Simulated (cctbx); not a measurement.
**A crystallographic session in cctbx: BaFeCo4O7**

Library: cctbx 2025.11. The data are simulated by the first script.

## 1. Simulate the data

run.py:

```python
from cctbx import adptbx, crystal, miller, sgtbx, xray
from cctbx.array_family import flex
from iotbx.shelx import hklf
from scitbx import matrix
import scitbx.random

cs = crystal.symmetry(unit_cell=(6.142, 6.142, 10.087, 90, 90, 120), space_group_symbol='Hall: P 6c -2c')  # P6_3mc
atoms = [  # label, site, U (iso, or U11 U22 U33 U12 U13 U23 in A^2), occupancy
    ("Ba1", (2/3, 1/3, 0.4946), (0.0231, 0.0231, 0.0246, 0.0115, 0.0000, 0.0000), 1),
    ("Co1", (0, 0, 0.4414), (0.0221, 0.0221, 0.0215, 0.0111, 0.0000, 0.0000), 1),
    ("Co2", (0.8275, 0.655, 0.188), (0.0361, 0.0350, 0.0281, 0.0175, -0.0009, -0.0018), 1),
    ("Fe1", (2/3, 1/3, 0.8693), (0.0328, 0.0328, 0.0373, 0.0164, 0.0000, 0.0000), 1),
    ("O1", (0.5058, 0.4942, 0.7554), (0.0431, 0.0431, 0.0390, 0.0211, -0.0020, 0.0020), 1),
    ("O2", (0, 0, 0.7507), (0.0391, 0.0391, 0.0406, 0.0195, 0.0000, 0.0000), 1),
    ("O3", (0.8355, 0.671, 0.9931), (0.0322, 0.0346, 0.0467, 0.0173, -0.0004, -0.0008), 1),
]
xs = xray.structure(crystal_symmetry=cs)
for label, site, u, occ in atoms:
    u = adptbx.u_cif_as_u_star(cs.unit_cell(), u) if isinstance(u, tuple) else u
    xs.add_scatterer(xray.scatterer(label, site=site, u=u, occupancy=occ))
xs.set_inelastic_form_factors(0.71073, "sasaki")
xs.show_summary()
p1 = xs.expand_to_p1()
ms = miller.build_set(p1, anomalous_flag=True, d_min=0.77)
flex.set_random_seed(796940)
scitbx.random.set_random_seed(796940)
ms = ms.select(flex.random_double(ms.size()) < 0.9)
i = ms.structure_factors_from_scatterers(p1, algorithm="direct").f_calc().as_intensity_array().data()
i = i * 20000 / flex.max(i)
sig = flex.sqrt(i + flex.pow2(0.06 * i) + 15 ** 2)
noise = scitbx.random.variate(scitbx.random.normal_distribution())(i.size())
data = ms.array(data=i + sig * noise, sigmas=sig).set_observation_type_xray_intensity()
with open("data.hkl", "w") as f:
    data.export_as_shelx_hklf(f)
print("reflections written:", data.size(), " <I/sigma> = %.1f" % flex.mean(data.data() / data.sigmas()))
for h, a, b in list(data.sort("data"))[:12]:
    print("%4d%4d%4d %9.1f %7.1f" % (h + (a, b)))
```

```console
$ python run.py
```

```text
Number of scatterers: 7
At special positions: 7
Unit cell: (6.142, 6.142, 10.087, 90, 90, 120)
Space group: P 63 m c (No. 186)
reflections written: 2720  <I/sigma> = 8.1
  -2  -2   0   20378.8  1208.4
   2  -4   0   19762.1  1208.4
   4  -2   0   19345.0  1208.4
  -2   4   0   18316.5  1208.4
  -4   2   0   18304.3  1208.4
   2   2   0   18286.4  1208.4
   0   0  -4   17400.0   950.3
   0   0   4   16231.5   987.5
   0   2   1   10522.3   608.2
   1   1   2   10515.5   601.8
  -2   1  -2   10489.7   611.3
   2  -2   1   10383.3   608.2
```

Run time: 0.26 s on 1 thread of Arm Neoverse V2 (shared host), peak memory 0.07 GiB.

## 2. Refinement (refined in the given hand)

run.py:

```python
import math
from cctbx import adptbx, crystal, maptbx, sgtbx, xray
from cctbx.array_family import flex
from cctbx.xray import observations
from iotbx.shelx import hklf
from scitbx.lstbx import normal_eqns_solving
from smtbx import absolute_structure, utils
from smtbx.refinement import constraints, least_squares

cs = crystal.symmetry(unit_cell=(6.142, 6.142, 10.087, 90, 90, 120), space_group_symbol='Hall: P 6c -2c')  # P6_3mc
atoms = [  # label, site, U (iso, or U11 U22 U33 U12 U13 U23 in A^2), occupancy
    ("Ba1", (2/3, 1/3, 0.4956), 0.0200, 1),
    ("Co1", (0, 0, 0.441), 0.0200, 1),
    ("Co2", (0.8258, 0.6516, 0.1868), 0.0200, 1),
    ("Fe1", (2/3, 1/3, 0.8697), 0.0200, 1),
    ("O1", (0.5054, 0.4946, 0.7567), 0.0200, 1),
    ("O2", (0, 0, 0.7505), 0.0200, 1),
    ("O3", (0.8347, 0.6694, 0.9979), 0.0200, 1),
]
xs = xray.structure(crystal_symmetry=cs)
for label, site, u, occ in atoms:
    u = adptbx.u_cif_as_u_star(cs.unit_cell(), u) if isinstance(u, tuple) else u
    xs.add_scatterer(xray.scatterer(label, site=site, u=u, occupancy=occ))
xs.set_inelastic_form_factors(0.71073, "sasaki")
xs.convert_to_anisotropic()
raw = hklf.reader(file_name="data.hkl").as_miller_arrays(crystal_symmetry=cs, anomalous=True)[0]
merged = raw.eliminate_sys_absent().merge_equivalents()
fo2 = merged.array().set_observation_type_xray_intensity()
print("Rint %.3f, %d unique reflections to %.2f A" % (merged.r_int(), fo2.size(), fo2.d_min()))
for sc in xs.scatterers():
    sc.flags.set_grad_site(True)
    sc.flags.set_grad_u_aniso(sc.flags.use_u_aniso())
    sc.flags.set_grad_u_iso(sc.flags.use_u_iso())
obs = fo2.as_xray_observations()
extra = {}
rep = constraints.reparametrisation(xs, [], utils.connectivity_table(xs), **extra)
ls = least_squares.crystallographic_ls(obs, rep, weighting_scheme=least_squares.mainstream_shelx_weighting(a=0, b=0))
print("cycle     R1     wR2    GooF  max shift (A)")
for cycle in range(8):
    ls.build_up()
    r1, wr2, goof = ls.r1_factor(cutoff_factor=2)[0], ls.wR2(), ls.goof()
    old = xs.sites_cart()
    normal_eqns_solving.levenberg_marquardt_iterations(ls, n_max_iterations=3, tau=1e-06, step_threshold=1e-7)
    big = flex.max((xs.sites_cart() - old).norms())
    print("%4d %7.4f %7.4f %7.3f %9.5f" % (cycle + 1, r1, wr2, goof, big))
    ls.build_up(objective_only=True)
    if abs(ls.wR2() - wr2) < 5e-5 and big < 5e-4:
        break
ls.build_up()
print("final R1 %.4f wR2 %.4f GooF %.3f  parameters %d  data/parameter %.1f" % (ls.r1_factor(cutoff_factor=2)[0], ls.wR2(), ls.goof(), ls.n_parameters, fo2.size() / ls.n_parameters))
cov = ls.covariance_matrix_and_annotations()
su = dict(zip(cov.annotations, (math.sqrt(max(v, 0)) for v in cov.matrix.matrix_packed_u_diagonal())))
a2 = cs.unit_cell().reciprocal_parameters()[0] ** -2
print("atom        x        y        z      Ueq    occ   su(xyz)  su(Uiso or U11)")
for sc in xs.scatterers():
    s = max(su.get(sc.label + k, 0) for k in (".x", ".y", ".z"))
    npd = "" if sc.is_positive_definite_u(cs.unit_cell()) else "  NPD"
    print("%-5s %8.5f %8.5f %8.5f %8.4f %6.3f %8.5f %7.4f%s" % ((sc.label,) + sc.site + (sc.u_iso_or_equiv(cs.unit_cell()), sc.occupancy, s, su.get(sc.label + ".uiso", su.get(sc.label + ".u11", 0) * a2), npd)))
fc = fo2.structure_factors_from_scatterers(xs, algorithm="direct").f_calc()
absolute_structure.flack_analysis(xs, fo2.as_xray_observations()).show()
h = absolute_structure.hooft_analysis(fo2, fc, scale_factor=ls.scale_factor())
print("Hooft y: %.3f(%.0f)  Bijvoet pairs: %d" % (h.hooft_y, 1000 * h.sigma_y, h.n_bijvoet_pairs))
fo = fo2.f_sq_as_f()
fc = fo.structure_factors_from_scatterers(xs, algorithm="direct").f_calc()
diff = fo.f_obs_minus_f_calc(1 / math.sqrt(ls.scale_factor()), fc).average_bijvoet_mates()
m = diff.fft_map(symmetry_flags=maptbx.use_space_group_symmetry, resolution_factor=0.25).apply_volume_scaling()
print("difference map: max %.2f min %.2f rms %.2f" % (m.statistics().max(), m.statistics().min(), m.statistics().sigma()))
peaks = m.peak_search(parameters=maptbx.peak_search_parameters(min_distance_sym_equiv=0.6, max_clusters=6)).all()
near = xs.closest_distances(peaks.sites(), distance_cutoff=4)
sps = cs.special_position_settings(min_distance_sym_equiv=0.5)
for k, (x, h) in enumerate(zip(peaks.sites(), peaks.heights())):
    ss = sps.site_symmetry(x)
    print("Q%-3d %7.4f %7.4f %7.4f %4d %7.2f  %.2f A from %s" % ((k + 1,) + tuple(t % 1 for t in ss.exact_site()) + (ss.multiplicity(), h, near.smallest_distances[k], xs.scatterers()[near.i_seqs[k]].label)))
```

```console
$ python run.py
```

```text
Rint 0.057, 322 unique reflections to 0.77 A
cycle     R1     wR2    GooF  max shift (A)
   1  0.0983  0.2180   5.982   0.04605
   2  0.0154  0.0343   0.940   0.00157
   3  0.0153  0.0342   0.940   0.00009
final R1 0.0153 wR2 0.0342 GooF 0.940  parameters 30  data/parameter 10.7
atom        x        y        z      Ueq    occ   su(xyz)  su(Uiso or U11)
Ba1    0.66667  0.33333  0.49512   0.0234  1.000  0.00004  0.0002
Co1    0.00000  0.00000  0.44167   0.0216  1.000  0.00015  0.0004
Co2    0.82752  0.65504  0.18850   0.0327  1.000  0.00016  0.0003
Fe1    0.66667  0.33333  0.86993   0.0339  1.000  0.00014  0.0004
O1     0.50696  0.49304  0.75509   0.0419  1.000  0.00068  0.0020
O2     0.00000  0.00000  0.75084   0.0408  1.000  0.00096  0.0025
O3     0.83573  0.67146  0.99332   0.0378  1.000  0.00090  0.0014
Flack x: -0.12(7)
Hooft y: -0.059(69)  Bijvoet pairs: 151
difference map: max 0.54 min -0.37 rms 0.11
Q1    0.0638  0.1276  0.2002    6    0.55  0.85 A from O2
Q2    0.0853  0.1707  0.7681    6    0.49  0.92 A from O2
Q3    0.1561  0.5780  0.7649    6    0.44  0.91 A from O1
Q4    0.0897  0.1795  0.6109    6    0.33  1.18 A from Co2
Q5    0.0605  0.2484  0.9570   12    0.33  1.26 A from O3
Q6    0.0634  0.1269  0.4790    6    0.33  0.77 A from Co1
```

Time: 0.54 s.

## 3. Refinement

run.py, as its changes from the last script of this kind:

```diff
@@ -12,7 +12,7 @@
-    ("Ba1", (2/3, 1/3, 0.4956), 0.0200, 1),
-    ("Co1", (0, 0, 0.441), 0.0200, 1),
-    ("Co2", (0.8258, 0.6516, 0.1868), 0.0200, 1),
-    ("Fe1", (2/3, 1/3, 0.8697), 0.0200, 1),
-    ("O1", (0.5054, 0.4946, 0.7567), 0.0200, 1),
-    ("O2", (0, 0, 0.7505), 0.0200, 1),
-    ("O3", (0.8347, 0.6694, 0.9979), 0.0200, 1),
+    ("Ba1", (1/3, 2/3, 0.50488), 0.0234, 1),
+    ("Co1", (0, 0, 0.55833), 0.0216, 1),
+    ("Co2", (0.17248, 0.34496, 0.8115), 0.0327, 1),
+    ("Fe1", (1/3, 2/3, 0.13007), 0.0339, 1),
+    ("O1", (0.49304, 0.50696, 0.24491), 0.0419, 1),
+    ("O2", (0, 0, 0.24916), 0.0408, 1),
+    ("O3", (0.16427, 0.32854, 0.00668), 0.0378, 1),
```

```console
$ python run.py
```

```text
Rint 0.057, 322 unique reflections to 0.77 A
cycle     R1     wR2    GooF  max shift (A)
   1  0.0229  0.0603   1.655   0.00438
   2  0.0202  0.0486   1.335   0.00022
final R1 0.0202 wR2 0.0486 GooF 1.335  parameters 30  data/parameter 10.7
atom        x        y        z      Ueq    occ   su(xyz)  su(Uiso or U11)
Ba1    0.33333  0.66667  0.50488   0.0234  1.000  0.00006  0.0002
Co1    0.00000  0.00000  0.55831   0.0214  1.000  0.00021  0.0005
Co2    0.17249  0.34497  0.81148   0.0325  1.000  0.00022  0.0004
Fe1    0.33333  0.66667  0.13006   0.0337  1.000  0.00021  0.0006
O1     0.49329  0.50671  0.24487   0.0439  1.000  0.00100  0.0029
O2     0.00000  0.00000  0.24934   0.0423  1.000  0.00140  0.0037
O3     0.16411  0.32821  0.00710   0.0402  1.000  0.00131  0.0020
Flack x: 1.12(7)
Hooft y: 1.073(70)  Bijvoet pairs: 151
difference map: max 0.52 min -0.39 rms 0.11
Q1    0.0635  0.1270  0.3030    6    0.53  0.87 A from O2
Q2    0.0848  0.1696  0.7303    6    0.49  0.92 A from O2
Q3    0.1581  0.5790  0.7337    6    0.39  0.92 A from O1
Q4    0.0908  0.1817  0.8898    6    0.36  1.17 A from Co2
Q5    0.1662  0.5831  0.8826    6    0.35  1.65 A from Co2
Q6    0.0657  0.2479  0.5417   12    0.31  1.29 A from O3
```

Time: 0.49 s.

This run holds a fault made on purpose: the structure inverted.

## 4. Simulate the data

run.py, as its changes from the last script of this kind:

```diff
@@ -21 +21 @@
-xs.set_inelastic_form_factors(0.71073, "sasaki")
+xs.set_inelastic_form_factors(1.54184, "sasaki")
@@ -24,3 +24,3 @@
-ms = miller.build_set(p1, anomalous_flag=True, d_min=0.77)
-flex.set_random_seed(796940)
-scitbx.random.set_random_seed(796940)
+ms = miller.build_set(p1, anomalous_flag=True, d_min=0.83)
+flex.set_random_seed(496838)
+scitbx.random.set_random_seed(496838)
@@ -30 +30 @@
-sig = flex.sqrt(i + flex.pow2(0.06 * i) + 15 ** 2)
+sig = flex.sqrt(i + flex.pow2(0.02 * i) + 4 ** 2)
```

```console
$ python run.py
```

```text
Number of scatterers: 7
At special positions: 7
Unit cell: (6.142, 6.142, 10.087, 90, 90, 120)
Space group: P 63 m c (No. 186)
reflections written: 2183  <I/sigma> = 16.8
  -2  -2   0   20503.8   424.3
   2  -4   0   19993.4   424.3
  -2   4   0   19625.2   424.3
   2   2   0   19557.5   424.3
  -4   2   0   19335.9   424.3
   0   0   4   17492.6   379.9
   0   0  -4   14759.3   317.5
   2   0  -1   11041.2   234.3
   0   2  -1   10859.2   234.3
   1   1  -2   10705.2   231.2
  -2   2  -1   10605.2   234.3
   1  -2  -2   10408.9   231.2
```

Time: 0.25 s.

## 5. Refinement (refined in the given hand)

run.py, as its changes from the last script of this kind:

```diff
@@ -12,7 +12,7 @@
-    ("Ba1", (1/3, 2/3, 0.50488), 0.0234, 1),
-    ("Co1", (0, 0, 0.55833), 0.0216, 1),
-    ("Co2", (0.17248, 0.34496, 0.8115), 0.0327, 1),
-    ("Fe1", (1/3, 2/3, 0.13007), 0.0339, 1),
-    ("O1", (0.49304, 0.50696, 0.24491), 0.0419, 1),
-    ("O2", (0, 0, 0.24916), 0.0408, 1),
-    ("O3", (0.16427, 0.32854, 0.00668), 0.0378, 1),
+    ("Ba1", (2/3, 1/3, 0.4946), 0.0200, 1),
+    ("Co1", (0, 0, 0.4416), 0.0200, 1),
+    ("Co2", (0.8283, 0.6567, 0.1891), 0.0200, 1),
+    ("Fe1", (2/3, 1/3, 0.8708), 0.0200, 1),
+    ("O1", (0.5072, 0.4928, 0.7523), 0.0200, 1),
+    ("O2", (0, 0, 0.7493), 0.0200, 1),
+    ("O3", (0.8352, 0.6704, 0.993), 0.0200, 1),
@@ -24 +24 @@
-xs.set_inelastic_form_factors(0.71073, "sasaki")
+xs.set_inelastic_form_factors(1.54184, "sasaki")
```

```console
$ python run.py
```

```text
Rint 0.025, 269 unique reflections to 0.83 A
cycle     R1     wR2    GooF  max shift (A)
   1  0.0728  0.1668   9.584   0.04054
   2  0.0068  0.0155   0.893   0.00042
final R1 0.0068 wR2 0.0155 GooF 0.893  parameters 30  data/parameter 9.0
atom        x        y        z      Ueq    occ   su(xyz)  su(Uiso or U11)
Ba1    0.66667  0.33333  0.49488   0.0235  1.000  0.00002  0.0001
Co1    0.00000  0.00000  0.44185   0.0216  1.000  0.00010  0.0002
Co2    0.82748  0.65497  0.18829   0.0329  1.000  0.00009  0.0002
Fe1    0.66667  0.33333  0.86953   0.0342  1.000  0.00008  0.0003
O1     0.50603  0.49397  0.75616   0.0414  1.000  0.00032  0.0010
O2     0.00000  0.00000  0.75102   0.0396  1.000  0.00045  0.0012
O3     0.83515  0.67030  0.99364   0.0377  1.000  0.00043  0.0007
Flack x: -0.007(8)
Hooft y: 0.004(8)  Bijvoet pairs: 126
difference map: max 0.14 min -0.21 rms 0.04
Q1    0.2698  0.5396  0.4736    6    0.14  1.13 A from O3
Q2    0.2048  0.4096  0.7791    6    0.14  0.98 A from Co2
Q3    0.2023  0.4046  0.0473    6    0.13  1.49 A from Ba1
Q4    0.1104  0.2209  0.2431    6    0.13  1.18 A from O2
Q5    0.1978  0.3956  0.3383    6    0.12  1.48 A from Fe1
Q6    0.2708  0.5416  0.3087    6    0.12  0.91 A from Fe1
```

Time: 0.5 s.

## 6. Simulate the data

run.py, as its changes from the last script of this kind:

```diff
@@ -24,3 +24,3 @@
-ms = miller.build_set(p1, anomalous_flag=True, d_min=0.83)
-flex.set_random_seed(496838)
-scitbx.random.set_random_seed(496838)
+ms = miller.build_set(p1, anomalous_flag=True, d_min=0.8)
+flex.set_random_seed(73169)
+scitbx.random.set_random_seed(73169)
@@ -29 +29,5 @@
-i = i * 20000 / flex.max(i)
+law = matrix.sqr((-1, 0, 0, 0, -1, 0, 0, 0, -1))
+mate = flex.miller_index([tuple(matrix.row(h) * law) for h in ms.indices()])
+i2 = ms.customized_copy(indices=mate).structure_factors_from_scatterers(p1, algorithm="direct").f_calc().as_intensity_array().data()
+i = (1 - 0.3) * i + 0.3 * i2
+i = i * 40000 / flex.max(i)
```

```console
$ python run.py
```

```text
Number of scatterers: 7
At special positions: 7
Unit cell: (6.142, 6.142, 10.087, 90, 90, 120)
Space group: P 63 m c (No. 186)
reflections written: 2434  <I/sigma> = 20.2
  -4   2   0   40538.2   824.6
  -2   4   0   39853.7   824.6
   4  -2   0   39796.5   824.6
   2   2   0   39784.5   824.6
  -2  -2   0   39683.7   824.6
   0   0   4   33779.8   698.7
   0   0  -4   30783.7   648.9
  -2   2  -1   21061.9   436.8
   2   0  -1   20810.2   436.8
  -1   2  -2   20791.8   433.7
  -2   1  -2   20787.5   433.7
   2  -1  -2   20526.5   433.7
```

Run time: 0.26 s on 1 thread of Arm Neoverse V2, with other jobs on the host, peak memory 0.07 GiB.

[Logs are printed without paths, hosts, clocks, repeated set-up lines and the standing remarks that a program may print on its own settings, such as how far it seeks lower states.]
